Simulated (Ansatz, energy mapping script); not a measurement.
# LuNiN2: exchange couplings from total energies, part 2 of 2

How strongly do the moments of LuNiN2 couple under PBE+U (9 eV)? The plan is to run several orders and fit a Heisenberg model.

PBE with U = 9 eV on Ni d, ortho-atomic projectors; plane waves, U on orthogonalised atomic orbitals unless named otherwise, collinear spin, no spin–orbit coupling.

So far. Step 3 (Order 1: parallel, cell A of 8 atoms): The run ends ferromagnetic. Step 4 (Run 2 (compensated +−; cell A, 8 atoms)): The run ends antiferromagnetic, 81.45 meV a magnetic atom above the parallel order of its cell (energies taken at zero occupation width, not the printed F).

## 5. Parallel start in cell B (8 atoms)

A new cell needs its own zero of energy.

This run holds the same structure in another cell (a 3.839 → 4.116 Å, α 83.3 → 78.2°, β 71.5 → 66.4°, γ 71.5 → 66.4°).

input.yaml reads:

```yaml
crystal:
  lattice:
    - [0.0, 4.1158861, 0.0]
    - [-3.414448695, 2.05794305, -3.240937646]
    - [-3.414448695, 2.05794305, 3.240937646]
  atoms:
    - { symbol: Lu, position: [0.5, 0.46996307, 0.53003693] }
    - { symbol: Lu, position: [0.0, 0.96996307, 0.03003693] }
    - { symbol: Ni, position: [0.75, 0.853691772, 0.646308228], spin: 2.0 }
    - { symbol: Ni, position: [0.25, 0.353691772, 0.146308228], spin: 2.0 }
    - { symbol: "N", position: [0.927118008, 0.570672664, 0.929327336] }
    - { symbol: "N", position: [0.427118008, 0.070672664, 0.429327336] }
    - { symbol: "N", position: [0.572881992, 0.570672664, 0.929327336] }
    - { symbol: "N", position: [0.072881992, 0.070672664, 0.429327336] }
magnetization:
  spin_polarized: true
kpoints:
  mp_grid: { grid: [9, 9, 9] }
hamiltonian:
  xc: pbe
  hubbard:
    sites:
      - { species: Ni, l: d, u_eff: 9.0 }
      - { site: 2, l: d, u_eff: 9.0, starting_ns: [{ spin: up, occupation_matrix: ni2_major }, { spin: down, occupation_matrix: ni2_minor }] }
      - { site: 3, l: d, u_eff: 9.0, starting_ns: [{ spin: up, occupation_matrix: ni2_major }, { spin: down, occupation_matrix: ni2_minor }] }
    projectors: ortho-atomic
    occupation_matrices:
      ni2_major:
        matrix:
          - [0.949, 0.0, 0.0, 0.017, 0.0]
          - [0.0, 0.981, 0.0, 0.0, 0.0]
          - [0.0, 0.0, 0.957, 0.0, 0.0]
          - [0.017, 0.0, 0.0, 0.951, 0.0]
          - [0.0, 0.0, 0.0, 0.0, 0.976]
      ni2_minor:
        matrix:
          - [0.931, 0.0, 0.0, 0.029, 0.0]
          - [0.0, 0.976, 0.0, 0.0, 0.0]
          - [0.0, 0.0, 0.193, 0.0, 0.0]
          - [0.029, 0.0, 0.0, 0.932, 0.0]
          - [0.0, 0.0, 0.0, 0.0, 0.97]
scf:
  occupations: { method: fermi_dirac, width: 0.05 }
output:
  eigenvalues: true
```

Launch:

```sh
> ansatz run input.yaml --threads 4 --pin off --max-ram 8192MiB --backend cpu --events-out ev --progress --plain --runs-dir out
```

Numbers of over 12 decimals in the logs are rounded to 6 here.

The program printed:

```text
[...]
Crystal: 8 atoms, lattice volume = 91.093 Å³
Basis set: ecut = 420 eV, 1775 PW (Γ)
Bands: 66, of which v1, the nominal top of the filled ones, is band 53 counted from 1 (52 counted from 0)
Symmetry: 8 space group operations
[...]
k-points: 125 of 729 (time reversal used)
[...]
Starting moments: Σ|m| = 4 μB on 2 of 8 sites
[...]
k-point 1 ↑: bands = [... 49 lower, 13.2028, 14.6805, 16.0100, 16.1122, 16.2476, 16.8661, 18.2660, 19.6086, ... 9 higher]
  k-point 2 ↑: bands = [... 49 lower, 13.1226, 14.8398, 16.1116, 16.1889, 16.5387, 17.1948, 17.9176, 19.6379, ... 9 higher]
  k-point 124 ↓: bands = [... 49 lower, 14.4897, 14.8230, 15.9594, 18.0505, 18.7108, 19.1135, 19.1966, 20.1212, ... 9 higher]
Occupation matrices written to <dir>
[key lines of the parts left out:]
SCF converged after 16 iterations
Magnetization: 1.7257 μB (53.8629 up, 52.1371 down)
Free energy (F): -42675.515110 eV
Fermi energy:    17.204231 eV
```

The job ended after 93 s (4 threads of Arm Neoverse V1, shared host; peak memory 1.4 GiB; 6.2 min of CPU time).

The run ends ferromagnetic. For each magnetic atom its energy differs from the parallel run of the first cell by 0.87 meV, an error that one common reference would have brought in.

## 6. Order 4: compensated +−, cell B of 8 atoms

This order reverses 2 of the 2 neighbours at 3.41 Å, 4 of the 4 neighbours at 3.84 Å and 0 of the 2 neighbours at 4.12 Å, counted for an average magnetic atom.

Edit input.yaml of step 5 so:

```diff
@@ -9,3 +9,3 @@
     - { symbol: Ni, position: [0.75, 0.853691772, 0.646308228], spin: 2.0 }
-    - { symbol: Ni, position: [0.25, 0.353691772, 0.146308228], spin: 2.0 }
+    - { symbol: Ni, position: [0.25, 0.353691772, 0.146308228], spin: -2.0 }
     - { symbol: "N", position: [0.927118008, 0.570672664, 0.929327336] }
@@ -24,3 +24,3 @@
       - { site: 2, l: d, u_eff: 9.0, starting_ns: [{ spin: up, occupation_matrix: ni2_major }, { spin: down, occupation_matrix: ni2_minor }] }
-      - { site: 3, l: d, u_eff: 9.0, starting_ns: [{ spin: up, occupation_matrix: ni2_major }, { spin: down, occupation_matrix: ni2_minor }] }
+      - { site: 3, l: d, u_eff: 9.0, starting_ns: [{ spin: up, occupation_matrix: ni2_minor }, { spin: down, occupation_matrix: ni2_major }] }
     projectors: ortho-atomic
```

The program printed:

```text
[...]
Crystal: 8 atoms, lattice volume = 91.093 Å³
Basis set: ecut = 420 eV, 1775 PW (Γ)
Bands: 66, of which v1, the nominal top of the filled ones, is band 53 counted from 1 (52 counted from 0)
Symmetry: 4 space group operations
[...]
k-points: 125 of 729 (time reversal used)
[...]
Starting moments: Σ|m| = 4 μB on 2 of 8 sites
[...]
k-point 1 ↑: bands = [... 49 lower, 14.4707, 16.0167, 16.1001, 16.2842, 16.5336, 17.0513, 19.7123, 20.2808, ... 9 higher]
  k-point 2 ↑: bands = [... 49 lower, 14.3111, 15.9675, 16.1713, 16.5589, 16.6754, 17.3526, 19.7269, 20.3292, ... 9 higher]
  k-point 124 ↓: bands = [... 49 lower, 14.4280, 14.4423, 15.9462, 16.2250, 18.0627, 18.6764, 19.1093, 19.7144, ... 9 higher]
Occupation matrices written to <dir>
[key lines of the parts left out:]
SCF converged after 17 iterations
Magnetization: 0.0000 μB (53.0000 up, 53.0000 down)
Free energy (F): -42675.304552 eV
Fermi energy:    16.774300 eV
```

The job ended after 48 s (4 threads; peak memory 1.3 GiB).

The run ends antiferromagnetic, 105.78 meV a magnetic atom above the parallel order of its cell (energies taken at zero occupation width, not the printed F).

## 7. Parallel start in cell C (8 atoms)

The parallel order again, as the reference for this cell.

This run holds the same structure in another cell (a 4.116 → 3.839 Å, b 5.138 → 3.839 Å, c 5.138 → 6.829 Å, α 78.2 → 90.0°, β 66.4 → 90.0°, γ 66.4 → 115.2°).

input.yaml reads:

```yaml
crystal:
  lattice:
    - [0.0, 2.05794305, 3.240937646]
    - [0.0, 2.05794305, -3.240937646]
    - [-6.82889739, 0.0, 0.0]
  atoms:
    - { symbol: Lu, position: [0.03003693, 0.96996307, 0.5] }
    - { symbol: Lu, position: [0.03003693, 0.96996307, 0.0] }
    - { symbol: Ni, position: [0.396308228, 0.603691772, 0.25], spin: 2.0 }
    - { symbol: Ni, position: [0.396308228, 0.603691772, 0.75], spin: 2.0 }
    - { symbol: "N", position: [0.856445344, 0.497790672, 0.25] }
    - { symbol: "N", position: [0.856445344, 0.497790672, 0.75] }
    - { symbol: "N", position: [0.502209328, 0.143554656, 0.25] }
    - { symbol: "N", position: [0.502209328, 0.143554656, 0.75] }
magnetization:
  spin_polarized: true
kpoints:
  mp_grid: { grid: [9, 9, 5] }
hamiltonian:
  xc: pbe
  hubbard:
    sites:
      - { species: Ni, l: d, u_eff: 9.0 }
      - { site: 2, l: d, u_eff: 9.0, starting_ns: [{ spin: up, occupation_matrix: ni2_major }, { spin: down, occupation_matrix: ni2_minor }] }
      - { site: 3, l: d, u_eff: 9.0, starting_ns: [{ spin: up, occupation_matrix: ni2_major }, { spin: down, occupation_matrix: ni2_minor }] }
    projectors: ortho-atomic
    occupation_matrices:
      ni2_major:
        matrix:
          - [0.949, 0.0, 0.0, 0.017, 0.0]
          - [0.0, 0.981, 0.0, 0.0, 0.0]
          - [0.0, 0.0, 0.957, 0.0, 0.0]
          - [0.017, 0.0, 0.0, 0.951, 0.0]
          - [0.0, 0.0, 0.0, 0.0, 0.976]
      ni2_minor:
        matrix:
          - [0.931, 0.0, 0.0, 0.029, 0.0]
          - [0.0, 0.976, 0.0, 0.0, 0.0]
          - [0.0, 0.0, 0.193, 0.0, 0.0]
          - [0.029, 0.0, 0.0, 0.932, 0.0]
          - [0.0, 0.0, 0.0, 0.0, 0.97]
scf:
  occupations: { method: fermi_dirac, width: 0.05 }
output:
  eigenvalues: true
```

The program printed:

```text
[...]
Crystal: 8 atoms, lattice volume = 91.093 Å³
Basis set: ecut = 420 eV, 1775 PW (Γ)
Bands: 66, of which v1, the nominal top of the filled ones, is band 53 counted from 1 (52 counted from 0)
Symmetry: 8 space group operations
[...]
k-points: 75 of 405 (time reversal used)
[...]
Starting moments: Σ|m| = 4 μB on 2 of 8 sites
[...]
k-point 1 ↑: bands = [... 49 lower, 13.3138, 13.6916, 14.3713, 15.3354, 16.0561, 16.9372, 18.2506, 19.0584, ... 9 higher]
  k-point 2 ↑: bands = [... 49 lower, 13.0922, 13.7078, 13.9621, 15.7370, 16.0430, 17.3995, 17.8892, 18.9953, ... 9 higher]
  k-point 74 ↓: bands = [... 49 lower, 14.4246, 16.3679, 16.3838, 17.1775, 17.8882, 20.5538, 20.5784, 20.9764, ... 9 higher]
Occupation matrices written to <dir>
[key lines of the parts left out:]
SCF converged after 16 iterations
Magnetization: 1.7232 μB (53.8616 up, 52.1384 down)
Free energy (F): -42675.515003 eV
Fermi energy:    17.227228 eV
```

Elapsed: 56 s, on 4 threads; peak memory 1 GiB; 3.6 min of CPU time.

The run ends ferromagnetic. For each magnetic atom its energy differs from the parallel run of the first cell by 0.98 meV, an error that one common reference would have brought in.

## 8. Compensated +− start in cell C (8 atoms)

This order reverses 2 of the 2 neighbours at 3.41 Å, 0 of the 4 neighbours at 3.84 Å and 0 of the 2 neighbours at 4.12 Å, counted for an average magnetic atom.

Edit input.yaml of step 7 so:

```diff
@@ -9,3 +9,3 @@
     - { symbol: Ni, position: [0.396308228, 0.603691772, 0.25], spin: 2.0 }
-    - { symbol: Ni, position: [0.396308228, 0.603691772, 0.75], spin: 2.0 }
+    - { symbol: Ni, position: [0.396308228, 0.603691772, 0.75], spin: -2.0 }
     - { symbol: "N", position: [0.856445344, 0.497790672, 0.25] }
@@ -24,3 +24,3 @@
       - { site: 2, l: d, u_eff: 9.0, starting_ns: [{ spin: up, occupation_matrix: ni2_major }, { spin: down, occupation_matrix: ni2_minor }] }
-      - { site: 3, l: d, u_eff: 9.0, starting_ns: [{ spin: up, occupation_matrix: ni2_major }, { spin: down, occupation_matrix: ni2_minor }] }
+      - { site: 3, l: d, u_eff: 9.0, starting_ns: [{ spin: up, occupation_matrix: ni2_minor }, { spin: down, occupation_matrix: ni2_major }] }
     projectors: ortho-atomic
```

The program printed:

```text
[...]
Crystal: 8 atoms, lattice volume = 91.093 Å³
Basis set: ecut = 420 eV, 1775 PW (Γ)
Bands: 66, of which v1, the nominal top of the filled ones, is band 53 counted from 1 (52 counted from 0)
Symmetry: 4 space group operations
[...]
k-points: 75 of 405 (time reversal used)
[...]
Starting moments: Σ|m| = 4 μB on 2 of 8 sites
[...]
k-point 1 ↑: bands = [... 49 lower, 13.6770, 14.3133, 15.3667, 16.0564, 17.0935, 18.2838, 19.1094, 19.4621, ... 9 higher]
  k-point 2 ↑: bands = [... 49 lower, 13.6748, 13.9225, 15.7466, 16.0430, 17.5029, 17.9726, 19.0361, 19.1526, ... 9 higher]
  k-point 74 ↓: bands = [... 49 lower, 14.3488, 16.2838, 16.3073, 17.1029, 17.8212, 18.2604, 20.5450, 20.7179, ... 9 higher]
Occupation matrices written to <dir>
[key lines of the parts left out:]
SCF converged after 17 iterations
Magnetization: 0.0000 μB (53.0000 up, 53.0000 down)
Free energy (F): -42675.521764 eV
Fermi energy:    17.234785 eV
```

Elapsed: 26 s, on 4 threads; peak memory 0.92 GiB.

The run ends antiferromagnetic, 3.64 meV a magnetic atom below the parallel order of its cell (energies taken at zero occupation width, not the printed F).

## 9. Parallel start in cell D (8 atoms)

The parallel order again, as the reference for this cell.

This run holds the same structure in another cell (a 3.839 → 3.414 Å, b 3.839 → 4.116 Å, c 6.829 → 6.482 Å, γ 115.2 → 90.0°).

input.yaml reads:

```yaml
crystal:
  lattice:
    - [3.414448695, 0.0, 0.0]
    - [0.0, -4.1158861, 0.0]
    - [0.0, 0.0, -6.481875292]
  atoms:
    - { symbol: Lu, position: [0.0, 0.5, 0.46996307] }
    - { symbol: Lu, position: [0.0, 0.0, 0.96996307] }
    - { symbol: Ni, position: [0.5, 0.5, 0.103691772], spin: 2.0 }
    - { symbol: Ni, position: [0.5, 0.0, 0.603691772], spin: 2.0 }
    - { symbol: "N", position: [0.5, 0.322881992, 0.820672664] }
    - { symbol: "N", position: [0.5, 0.822881992, 0.320672664] }
    - { symbol: "N", position: [0.5, 0.677118008, 0.820672664] }
    - { symbol: "N", position: [0.5, 0.177118008, 0.320672664] }
magnetization:
  spin_polarized: true
kpoints:
  mp_grid: { grid: [9, 8, 5] }
hamiltonian:
  xc: pbe
  hubbard:
    sites:
      - { species: Ni, l: d, u_eff: 9.0 }
      - { site: 2, l: d, u_eff: 9.0, starting_ns: [{ spin: up, occupation_matrix: ni2_major }, { spin: down, occupation_matrix: ni2_minor }] }
      - { site: 3, l: d, u_eff: 9.0, starting_ns: [{ spin: up, occupation_matrix: ni2_major }, { spin: down, occupation_matrix: ni2_minor }] }
    projectors: ortho-atomic
    occupation_matrices:
      ni2_major:
        matrix:
          - [0.949, 0.0, 0.0, 0.017, 0.0]
          - [0.0, 0.981, 0.0, 0.0, 0.0]
          - [0.0, 0.0, 0.957, 0.0, 0.0]
          - [0.017, 0.0, 0.0, 0.951, 0.0]
          - [0.0, 0.0, 0.0, 0.0, 0.976]
      ni2_minor:
        matrix:
          - [0.931, 0.0, 0.0, 0.029, 0.0]
          - [0.0, 0.976, 0.0, 0.0, 0.0]
          - [0.0, 0.0, 0.193, 0.0, 0.0]
          - [0.029, 0.0, 0.0, 0.932, 0.0]
          - [0.0, 0.0, 0.0, 0.0, 0.97]
scf:
  occupations: { method: fermi_dirac, width: 0.05 }
output:
  eigenvalues: true
```

The program printed:

```text
[...]
Crystal: 8 atoms, lattice volume = 91.093 Å³
Basis set: ecut = 420 eV, 1771 PW (Γ)
Bands: 66, of which v1, the nominal top of the filled ones, is band 53 counted from 1 (52 counted from 0)
Symmetry: 8 space group operations
[...]
k-points: 75 of 360 (time reversal used)
[...]
Starting moments: Σ|m| = 4 μB on 2 of 8 sites
[...]
k-point 1 ↑: bands = [... 49 lower, 13.5278, 15.0600, 15.9819, 16.2480, 16.9280, 17.8240, 18.2603, 19.7800, ... 9 higher]
  k-point 2 ↑: bands = [... 49 lower, 13.2048, 15.9647, 16.0704, 16.1720, 16.9611, 17.3761, 17.9100, 19.7515, ... 9 higher]
  k-point 74 ↓: bands = [... 49 lower, 14.4356, 14.7555, 14.7555, 18.3342, 18.3342, 19.6068, 19.6068, 21.0511, ... 9 higher]
Occupation matrices written to <dir>
[key lines of the parts left out:]
SCF converged after 17 iterations
Magnetization: 1.7307 μB (53.8654 up, 52.1346 down)
Free energy (F): -42675.515613 eV
Fermi energy:    17.181428 eV
```

Run time: 57 s. Hardware: 4 threads; peak memory 1 GiB; 3.7 min of CPU time.

The run ends ferromagnetic. For each magnetic atom its energy differs from the parallel run of the first cell by 0.54 meV, an error that one common reference would have brought in.

## 10. Run 8 (compensated +−; cell D, 8 atoms)

This order reverses 0 of the 2 neighbours at 3.41 Å, 4 of the 4 neighbours at 3.84 Å and 0 of the 2 neighbours at 4.12 Å, counted for an average magnetic atom.

Edit input.yaml of step 9 so:

```diff
@@ -9,3 +9,3 @@
     - { symbol: Ni, position: [0.5, 0.5, 0.103691772], spin: 2.0 }
-    - { symbol: Ni, position: [0.5, 0.0, 0.603691772], spin: 2.0 }
+    - { symbol: Ni, position: [0.5, 0.0, 0.603691772], spin: -2.0 }
     - { symbol: "N", position: [0.5, 0.322881992, 0.820672664] }
@@ -24,3 +24,3 @@
       - { site: 2, l: d, u_eff: 9.0, starting_ns: [{ spin: up, occupation_matrix: ni2_major }, { spin: down, occupation_matrix: ni2_minor }] }
-      - { site: 3, l: d, u_eff: 9.0, starting_ns: [{ spin: up, occupation_matrix: ni2_major }, { spin: down, occupation_matrix: ni2_minor }] }
+      - { site: 3, l: d, u_eff: 9.0, starting_ns: [{ spin: up, occupation_matrix: ni2_minor }, { spin: down, occupation_matrix: ni2_major }] }
     projectors: ortho-atomic
```

The program printed:

```text
[...]
Crystal: 8 atoms, lattice volume = 91.093 Å³
Basis set: ecut = 420 eV, 1771 PW (Γ)
Bands: 66, of which v1, the nominal top of the filled ones, is band 53 counted from 1 (52 counted from 0)
Symmetry: 4 space group operations
[...]
k-points: 75 of 360 (time reversal used)
[...]
Starting moments: Σ|m| = 4 μB on 2 of 8 sites
[...]
k-point 1 ↑: bands = [... 49 lower, 14.5837, 16.0189, 16.3531, 16.5888, 17.0930, 18.3224, 19.8255, 19.8761, ... 9 higher]
  k-point 2 ↑: bands = [... 49 lower, 14.6053, 16.1217, 16.2674, 16.5228, 17.4955, 18.0008, 19.6493, 19.7878, ... 9 higher]
  k-point 74 ↓: bands = [... 49 lower, 14.4399, 14.6302, 14.6753, 16.2527, 18.3035, 18.3363, 19.6156, 20.0286, ... 9 higher]
Occupation matrices written to <dir>
[key lines of the parts left out:]
SCF converged after 17 iterations
Magnetization: 0.0000 μB (53.0000 up, 53.0000 down)
Free energy (F): -42675.285626 eV
Fermi energy:    16.781861 eV
```

It took 58 s on 4 threads; peak memory 1 GiB.

The run ends antiferromagnetic, 115.68 meV a magnetic atom above the parallel order of its cell (energies taken at zero occupation width, not the printed F).

## 11. Mapping onto a Heisenberg model

Each energy difference is a sum of couplings weighted by the pairs that the order reverses. A few near shells are fitted to the differences by least squares. Energies are those extrapolated to zero occupation width, not the free energies F.

Energies from the parallel order of the same cell:

```
                   order  atoms  energy (meV a magnetic atom)  moments (μB)  moments kept as typed  opposed neighbours at 3.41, 3.84, 4.12 Å
      parallel in cell A      8                          0.00          0.81                    yes                                   0, 0, 0
compensated +− in cell A      8                         81.45          0.80                    yes                                   2, 2, 2
      parallel in cell B      8                          0.00          0.81                    yes                                   0, 0, 0
compensated +− in cell B      8                        105.78          0.80                    yes                                   2, 4, 0
      parallel in cell C      8                          0.00          0.81                    yes                                   0, 0, 0
compensated +− in cell C      8                         -3.64          0.81                    yes                                   2, 0, 0
      parallel in cell D      8                          0.00          0.81                    yes                                   0, 0, 0
compensated +− in cell D      8                        115.68          0.79                    yes                                   0, 4, 0
```

Fitted to E = −Σ J e·e over ordered pairs of unit vectors (J > 0 favours parallel moments):

| pair | distance (Å) | neighbours | J (meV) |
| --- | --- | --- | --- |
| Ni–Ni | 3.41 | 2 | -1.43 |
| Ni–Ni | 3.84 | 4 | 14.2 |
| Ni–Ni | 4.12 | 2 | 7.59 |

These orders cannot tell some unfitted shells from fitted ones: the value at 3.41 Å holds J(3.41) + 2 J(5.35), the value at 3.84 Å holds J(3.84) + J(6.97) and the value at 4.12 Å holds J(4.12) − 2 J(5.35) + J(6.48); other unfitted shells add to the values wholly or in part. No temperature is drawn.

Adding the shell at 5.14 Å gives -1.7, 14, 7.6 and 0.20 meV, an exact solve that tests nothing.

## 12. Outcome

| Item | Value |
| --- | --- |
| lowest order tried | compensated +− in cell C |
| largest fitted value (a combination of shells), Ni–Ni at 3.84 Å | 14.2 meV |

In words: Of the orders tried, LuNiN2 prefers the order “compensated +− in cell C” under PBE+U (9 eV), with 2 of 2 neighbours at 3.41 Å, 0 of 4 neighbours at 3.84 Å and 0 of 2 neighbours at 4.12 Å opposed. The largest fitted value is 14 meV, at 3.84 Å. It is a combination of shells that these orders cannot split, so neither its size nor its sign can be laid on that pair alone. The orders also reverse pairs at 5.14, 5.35 and 6.48 Å, which are not fitted, so the fitted values hold their part too. No fitted order reverses the pairs at 6.83 Å, so their coupling is unknown and is set to zero in the model. With 4 differences for 3 couplings the fit misses by 2.1 meV at most, a small part of the spread. In the fitted orders moments change by up to 2.8 % against the parallel run of the same cell, so their size stays put. Every order is gapless on its mesh at this level. In a metal exchange reaches farther, and a short model of fixed moments is less apt; where the compound is in fact an insulator, these couplings come from a wrongly metallic state. With a near shell that the orders cannot separate, no temperature is given.

[Logs and program files are shortened in this print: banners, set-up blocks, solver, clock and traceback lines can be left out without a mark of their own.]

[Logs are printed without paths, hosts, clocks, repeated set-up lines and the standing remarks that a program may print on its own settings, such as how far it seeks lower states.]

[Hosts, paths, dates, database ids (printed as entryN), source tags and the programs' standing remarks are cut or masked in the printed files.]

[Where a cell is said to come from a database of computed structures, the database is the Materials Project.]
